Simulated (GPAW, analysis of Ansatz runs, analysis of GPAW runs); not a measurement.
# V on the Ga site in GaAs: charge-transition level, PBE (GPAW), part 4 of 4

Aim: the charge-transition level of the V on the Ga site in GaAs, to be set beside the measurement. Set-up: PBE, LCAO dzp, h 0.18, 32-site cell, PBE lattice, k: the single point 1/4 1/4 1/4 then 2x2x2 shifted, dielectric constants 10.9 and 12.9 (handbook). The model is a cell of 32 host atoms with 1 Ga taken out and 1 V put in. The level is the Fermi energy at which two charge states have equal formation energy, after a correction for the images of the charge. An atomic-orbital basis is far cheaper than plane waves.

GPAW 26.7.0; PBE, LCAO dzp, h 0.18, 32-site cell, PBE lattice, k: the single point 1/4 1/4 1/4 then 2x2x2 shifted, dielectric constants 10.9 and 12.9 (handbook).

So far: Starting point; Relaxation, charge 0; Single point, charge 0; Relaxation, charge −1.

## 5. Single point, charge −1

This step: GPAW LCAO dzp PAW DFT, PBE; single point of a defect supercell.

The input, run.py:

```python
import numpy as np
from ase.io import read, write
from ase.parallel import parprint, world
from gpaw import GPAW

atoms = read('POSCAR')
magmoms = np.zeros(len(atoms))
magmoms[[6]] = 3 / 1
atoms.set_initial_magnetic_moments(magmoms)
calc = GPAW(mode='lcao',
            h=0.18,
            basis='dzp',
            xc='PBE',
            kpts={'size': (2, 2, 2), 'gamma': False},
            charge=-1,
            occupations={'name': 'fermi-dirac', 'width': 0.01, 'fixmagmom': True},
            nbands=79,
            convergence={'density': 1e-05, 'bands': 76},
            maxiter=150,
            symmetry={'point_group': False},
            txt='gpaw.txt')
atoms.calc = calc
energy = atoms.get_potential_energy()
forces = atoms.get_forces()
parprint(f'Energy: {energy:.6f} eV, largest force {np.linalg.norm(forces, axis=1).max():.4f} eV/A')
calc.write('gs.gpw')
write('final.xyz', atoms)
parprint('Moments:', atoms.get_magnetic_moments().round(3))
for s in range(calc.get_number_of_spins()):
    parprint('Levels (eV), spin', s, calc.get_eigenvalues(kpt=0, spin=s)[-16:].round(3))
field = calc.get_electrostatic_potential()
if world.rank == 0:
    np.save('potential.npy', field)
field = calc.get_pseudo_density()
if world.rank == 0:
    np.save('density.npy', field)
field = calc.get_pseudo_density(spin=0) - calc.get_pseudo_density(spin=1)
if world.rank == 0:
    np.save('spin.npy', field)
```

The input, POSCAR:

```
Ga V  Ga As
 1.0000000000000000
    -5.7666910817914703    5.7666910817914712   -5.7666910817914774
     5.7666910817914729    5.7666910817914792    5.7666910817914951
     5.7666910817914765   -5.7666910817914800   -5.7666910817914951
 Ga  V   Ga  As 
   6   1   9  16
Direct
  0.0061591143857434  0.0067400237759789  0.0076403823917532
 -0.0033096544845737  0.2480351686457345  0.7440097413137517
 -0.0007125082550325  0.5008598759728817  0.4971609722692739
 -0.0010967849517666  0.7460208929144722  0.2508569835772443
[... 2 atom lines left out ...]
  0.2534761918521056  0.5014756979320658  0.2374445415194022
[... 1 atom line left out ...]
  0.4997293836493742 -0.0055185728780382  0.5016030708031933
  0.4966010853333853  0.2497281551195245  0.2526907154088978
[... 3 atom lines left out ...]
  0.7541365478604735  0.2557753587074036  0.0057524487664588
[... 1 atom line left out ...]
  0.7472723775002845  0.7511997978664473  0.5036925142689710
[... 2 atom lines left out ...]
  0.0114481830331534  0.5008944729362302  0.2521763545808380
[... 2 atom lines left out ...]
  0.2521767066024685  0.2614446419300180  0.2575312113890170
  0.2457564173109368  0.4995895486922799 -0.0115144272613555
[... 4 atom lines left out ...]
  0.4917030026028599  0.7402980408435151  0.4982507176554700
[... 3 atom lines left out ...]
  0.7494899074179836  0.7500643737719130  0.2519405148278999
```

Launch:

```bash
$ OMP_NUM_THREADS=1 mpirun -n 4 gpaw python run.py > stdout
```

Output:

```text
__  _  _
 | _ |_)|_||  |
 |__||  | ||/\| - 26.7.0

Input parameters:
  mode=LCAO(),
  basis={'default': 'dzp'},
  charge=-1,
  convergence={'density': 1e-05, 'bands': 76},
  h=0.18,
  kpts=MonkhorstPack(size=(2, 2, 2), gamma=False),
  maxiter=150,
  nbands=79,
  occupations=Occupations(name='fermi-dirac', width=0.01, fixmagmom=True),
  symmetry=Symmetry(point_group=False),
  xc=XC(name='PBE')

                               Ga As

                                    Ga
                           As
                        Ga
                             As As
                             V
                 Ga As         Ga As
                     Ga  As        Ga  As
                      Ga             Ga
             As            As As
                            Ga
                  As            As
               Ga            Ga  Ga
                       As
                    Ga
                         As As
                          Ga

Atoms  # Å, Bohr magnetons
|    | symbol |         x |         y |         z |    initial magnetic moments |
|----|--------|-----------|-----------|-----------|-----------------------------|
|  0 |     Ga |  0.047410 |  0.030326 | -0.040710 | ( 0.0000,  0.0000,  0.0000) |
|  1 |     Ga |  5.739902 | -2.879218 | -2.841046 | ( 0.0000,  0.0000,  0.0000) |
|  2 |     Ga |  5.759387 |  0.017222 |  0.025439 | ( 0.0000,  0.0000,  0.0000) |
|  3 |     Ga |  5.755012 |  2.849132 |  2.861782 | ( 0.0000,  0.0000,  0.0000) |
|  4 |     Ga |  2.891709 | -2.881324 | -5.772146 | ( 0.0000,  0.0000,  0.0000) |
|  5 |     Ga |  2.867399 | -0.011751 | -2.907787 | ( 0.0000,  0.0000,  0.0000) |
|  6 |      V |  2.799406 |  2.984305 |  0.060867 | ( 0.0000,  0.0000,  3.0000) |
|  7 |     Ga |  2.883596 |  5.790684 |  2.920408 | ( 0.0000,  0.0000,  0.0000) |
|  8 |     Ga | -0.021019 | -0.042629 | -5.806199 | ( 0.0000,  0.0000,  0.0000) |
|  9 |     Ga |  0.033549 |  2.846661 | -2.880829 | ( 0.0000,  0.0000,  0.0000) |
| 10 |     Ga |  0.002030 |  5.768034 |  0.012957 | ( 0.0000,  0.0000,  0.0000) |
[...]
| 16 |     As |  4.340567 | -4.325091 | -4.334558 | ( 0.0000,  0.0000,  0.0000) |
| 17 |     As |  4.310615 | -1.420658 | -1.427143 | ( 0.0000,  0.0000,  0.0000) |
| 18 |     As |  4.276709 |  1.500299 |  1.368262 | ( 0.0000,  0.0000,  0.0000) |
| 19 |     As |  4.342162 |  4.324278 |  4.328481 | ( 0.0000,  0.0000,  0.0000) |
| 20 |     As |  1.429294 | -1.461946 | -4.342783 | ( 0.0000,  0.0000,  0.0000) |
| 21 |     As |  1.538548 |  1.476793 | -1.431658 | ( 0.0000,  0.0000,  0.0000) |
| 22 |     As |  1.397377 |  4.364580 |  1.530177 | ( 0.0000,  0.0000,  0.0000) |
| 23 |     As |  7.198783 |  1.460790 | -1.430958 | ( 0.0000,  0.0000,  0.0000) |
| 24 |     As | -1.437075 |  1.430134 | -4.334655 | ( 0.0000,  0.0000,  0.0000) |
| 25 |     As | -1.424586 |  4.317687 | -1.451897 | ( 0.0000,  0.0000,  0.0000) |
[...]
Unit cell  # Å
| periodic |         x |         y |         z |  lengths |     angles |
|----------|-----------|-----------|-----------|----------|------------|
|      yes | -5.766691 |  5.766691 | -5.766691 | 9.988202 | 109.471221 |
|      yes |  5.766691 |  5.766691 |  5.766691 | 9.988202 | 109.471221 |
|      yes |  5.766691 | -5.766691 | -5.766691 | 9.988202 | 109.471221 |

Number of symmetries: 1
Symmetry operations  # r_c * U_cc + t_c -> r_c
|   | kind |            matrix            |
|---|------|------------------------------|
| 0 |  E   |  1, 0, 0,  0, 1, 0,  0, 0, 1 |

BZ-sampling:
  Number of BZ points: 8
  Number of IBZ points: 4

  Monkhorst-Pack size: [2, 2, 2]
  Monkhorst-Pack shift: [0, 0, 0]

K-points  # in reciprocal-cell coordinates
|   |                                coordinates |     weight |
|---|--------------------------------------------|------------|
| 0 | (  0.25000000,  -0.25000000,  -0.25000000) | 0.25000000 |
| 1 | (  0.25000000,  -0.25000000,   0.25000000) | 0.25000000 |
| 2 | (  0.25000000,   0.25000000,  -0.25000000) | 0.25000000 |
| 3 | (  0.25000000,   0.25000000,   0.25000000) | 0.25000000 |

basis functions: 432
Spin-components: 2 (collinear spins)
Bands:           79
Projectors:      161
Spin-degeneracy: 1
Datatype:        <class 'complex'>

Density:
  Valence electrons: 138.0
  Components: 2
  Grid points: [44 44 44]
  Charge: -1.0  # |e|

Potential:
  Grid points: [44 44 44]

species:
  Ga:
    name:    Gallium
    Z:       31.0
    valence: 3
    core:    28
    charge:  0.0  # [|e|]
    compensation charges:
      type: gauss
      rc: 0.37  # [Å]
      lmax: 2
    cutoffs:
      filter: 2.06  # [Å]
      core: 4.17  # [Å]
    projectors
    | kind |    occ | energy [eV] | rcut [Å] |
    |------|--------|-------------|----------|
    |   4s |  2.000 |      -8.945 |    1.164 |
    |   4p |  1.000 |      -2.580 |    1.164 |
    |    s |        |      18.266 |    1.164 |
    |    p |        |      24.631 |    1.164 |
    |    d |        |       0.000 |    1.164 |

    LCAO basis set for Ga:
      Name: dzp
      File: <dir>
      Number of radial functions: 5
      Number of spherical harmonics: 13
        l=0, rc=7.2656 Bohr: 4s-sz confined orbital
        l=1, rc=10.3438 Bohr: 4p-sz confined orbital
[...]
compensation charges:
      type: gauss
      rc: 0.33  # [Å]
      lmax: 2
    cutoffs:
      filter: 1.87  # [Å]
      core: 2.96  # [Å]
    projectors
    | kind |    occ | energy [eV] | rcut [Å] |
    |------|--------|-------------|----------|
    |   4s |  2.000 |     -14.487 |    1.058 |
    |   4p |  3.000 |      -5.196 |    1.058 |
    |    s |        |      12.725 |    1.058 |
    |    p |        |      22.016 |    1.058 |
    |    d |        |       0.000 |    1.058 |

    LCAO basis set for As:
      Name: dzp
      File: <dir>
      Number of radial functions: 5
      Number of spherical harmonics: 13
        l=0, rc=6.1250 Bohr: 4s-sz confined orbital
        l=1, rc=7.9531 Bohr: 4p-sz confined orbital
        l=0, rc=3.4219 Bohr: 4s-dz split-valence wave
        l=1, rc=4.6094 Bohr: 4p-dz split-valence wave
        l=2, rc=7.9531 Bohr: d-type Gaussian polarization
      Number of RI-basis functions 0

Reference energy: -1803138.146099  # eV

eigensolver:
  <gpaw.new.lcao.eigensolver.LCAOEigensolver object at 0x4299ec6a6000>
density mixing:
  MSR1-Mixer
  Pratt-step length: 0.05
  Maximum mixing coefficient: 0.75
  Old densities: 10
  SVD Regularization: 0.005
  Good broyden scale: 1.0
  Trust region scale: 1.0
  Backstep threshold: 4.0
  History deletion threshold: 6.0
  Fourier metric: weight=20.0, sigma=0.015

occupation numbers:
  Fixed magnetic moment: 3.000
  Fermi-Dirac:
    width: 0.0100  # eV

FastPoissonSolver using
    Stencil: 8*3+1=25 point O(h^6) finite-difference Laplacian
    FFT axes: [np.int64(0), np.int64(1), np.int64(2)]
    FST axes: []

xc functional:
  name: PBE with 2 nearest neighbor stencil
interpolation: tri-quintic # 5. degree polynomial

Initialization done in: 5.210 s

convergence criteria:
- Maximum integral of absolute [dens]ity change: 1e-05 electrons / valence electron
- Maximum [total energy] change in last 3 cyles: 0.0005 eV / valence electron
- Maximum integral of absolute [eigenst]ate change: 4e-08 eV^2 / valence electron
maximum number of iterations: 150

SCF iterations
|iter     | |      energy | eigst |  dens |  magmom |
|---------|-|-------------|-------|-------|---------|
|iter:   1| | -130.236120 |      c|       |  +2.9495|
|iter:   2| | -128.211759 |      c| -0.97 |  +2.9520|
|iter:   3| | -127.638095 |      c| -1.02 |  +2.9580|
|iter:   4| | -127.507597 |      c| -1.09 |  +2.9716|
|iter:   5| | -127.583081 |      c| -1.26 |  +2.9884|
|iter:   6| | -127.598353 |      c| -1.64 |  +2.9976|
|iter:   7| | -127.598843c|      c| -2.17 |  +3.0000|
|iter:   8| | -127.600178c|      c| -2.75 |  +3.0001|
|iter:   9| | -127.601109c|      c| -2.90 |  +3.0001|
|iter:  10| | -127.601172c|      c| -3.11 |  +3.0000|
|iter:  11| | -127.601225c|      c| -3.51 |  +3.0000|
|iter:  12| | -127.601236c|      c| -3.94 |  +3.0000|
|iter:  13| | -127.601238c|      c| -4.11 |  +3.0000|
|iter:  14| | -127.601243c|      c| -4.38 |  +3.0000|
|iter:  15| | -127.601246c|      c| -4.66 |  +3.0000|
|iter:  16| | -127.601246c|      c| -5.09c|  +3.0000|

Converged in 16 steps
SCF loop duration: 199.681 s (12.480 s/step)
Energy contributions relative to reference atoms: (reference = -1803138.146099)

Energy contributions:
  Kinetic:         453.767156
  Coulomb:        -398.735361
  Zero:              0.739377
  External:          0.000000
  Xc:             -183.372209
  Entropy:          -0.000418
  Spinorbit:         0.000000
  ----------------------------
  Free energy:    -127.601455
  Extrapolated:   -127.601246

dipole moment: (-62.793426, -0.019481, 17.791719)  # |e|*Ang

Total magnetic moment: (0.000000, 0.000000, 3.000004)

Local magnetic moments
|        x |        y |         z |
|----------|----------|-----------|
| 0.000000 | 0.000000 |  0.013309 |  # Ga   0
| 0.000000 | 0.000000 |  0.010178 |  # Ga   1
| 0.000000 | 0.000000 |  0.022116 |  # Ga   2
| 0.000000 | 0.000000 |  0.012863 |  # Ga   3
| 0.000000 | 0.000000 |  0.004947 |  # Ga   4
| 0.000000 | 0.000000 |  0.021345 |  # Ga   5
| 0.000000 | 0.000000 |  2.096480 |  # V    6
| 0.000000 | 0.000000 |  0.010032 |  # Ga   7
| 0.000000 | 0.000000 |  0.012917 |  # Ga   8
| 0.000000 | 0.000000 |  0.011866 |  # Ga   9
[...]
Fermi levels: 5.434, 4.370
Eigenvalues  # (at kpt = [0.250, -0.250, -0.250])
| band index |      eig [eV] | occ [0-1] |      eig [eV] | occ [0-1] |
|------------|---------------|-----------|---------------|-----------|
|          0 |       -59.696 |     1.000 |       -57.559 |     1.000 |
|        ... |               |           |               |           |
|         62 |         3.171 |     1.000 |         3.221 |     1.000 |
|         63 |         3.203 |     1.000 |         3.272 |     1.000 |
|         64 |         3.251 |     1.000 |         3.313 |     1.000 |
|         65 |         3.281 |     1.000 |         3.369 |     1.000 |
|         66 |         3.630 |     1.000 |         3.701 |     1.000 |
|         67 |         3.645 |     1.000 |         3.724 |     1.000 |
|         68 |         4.501 |     1.000 |         5.768 |     0.000 |
|         69 |         4.651 |     1.000 |         5.992 |     0.000 |
|         70 |         5.185 |     1.000 |         6.160 |     0.000 |
|         71 |         5.490 |     0.004 |         6.178 |     0.000 |
|         72 |         5.606 |     0.000 |         6.314 |     0.000 |
|         73 |         6.074 |     0.000 |         6.360 |     0.000 |
|         74 |         6.380 |     0.000 |         6.458 |     0.000 |
|         75 |         6.402 |     0.000 |         6.614 |     0.000 |
|         76 |         6.420 |     0.000 |         6.640 |     0.000 |
|        ... |               |           |               |           |
|         78 |         6.828 |     0.000 |         7.143 |     0.000 |

Gap: 0.086 eV
Transition (v -> c):
  (s=0, k=3, n=70, [0.25, 0.25, 0.25]) -> (s=0, k=2, n=71, [0.25, 0.25, -0.25])
Direct/indirect transitions are different
Direct gap: 0.226 eV
Transition at: (s=0, k=3, n=70, [0.25, 0.25, 0.25])

Forces  # eV/Ang
|        x |        y |        z |
|----------|----------|----------|
[...]
|  0.02972 |  0.15814 |  0.00223 |  # As  27
| -0.04802 | -0.05627 |  0.05243 |  # As  28
| -0.00067 | -0.01477 | -0.01941 |  # As  29
| -0.04071 |  0.04421 | -0.03362 |  # As  30
| -0.01015 | -0.01332 | -0.01850 |  # As  31

# Writing to gs.gpw (mode='')
```

It took 3.9 min on 4 MPI ranks of Arm Neoverse V2, shared host; peak memory 4.2 GiB.

This step gave:

```
total moment : 3.000 μB
```

## 6. Charge-transition levels

Analysis of the runs above: levels from GPAW LCAO dzp PAW DFT, PBE energies with an image-charge correction aligned at atomic sites (own code after Kumagai and Oba).

It gives:

| Item | Value |
| --- | --- |
| gap | 0.1219 eV |

## 7. Outcome

```
static dielectric constant used               : 12.9
band gap of the host                          : 0.12 eV
(0/-1) level below the conduction-band bottom : -0.93 eV
```

What this shows: (0/-1) level below the conduction-band bottom: computed -0.93 eV, measured 0.21 eV; 1.14 eV shallower than the measurement. The computed level lies at or beyond a band edge, so this set-up gives no level clear of the bands. The level is counted in a gap of 0.12 eV, and the correction is screened by a dielectric constant of 12.9 from a handbook. Levels hang on the band edges, which semilocal functionals place too close together. The total moment is locked at the high-spin value, which doesn't force the spin onto the d shell; spin-orbit coupling, which lowers the gap of these hosts' heavier members, is left out. Limits: the total moment of each charge state is locked at an assumed value.

[Logs are printed without paths, hosts, clocks, repeated set-up lines and the standing remarks that a program may print on its own settings, such as how far it seeks lower states.]

[Hosts, paths, dates, database ids (printed as entryN), source tags and the programs' standing remarks are cut or masked in the printed files.]

[For some hosts the program warned that the k-mesh of the response run may be too coarse for force constants and the static dielectric constant; such warnings are not shown here.]
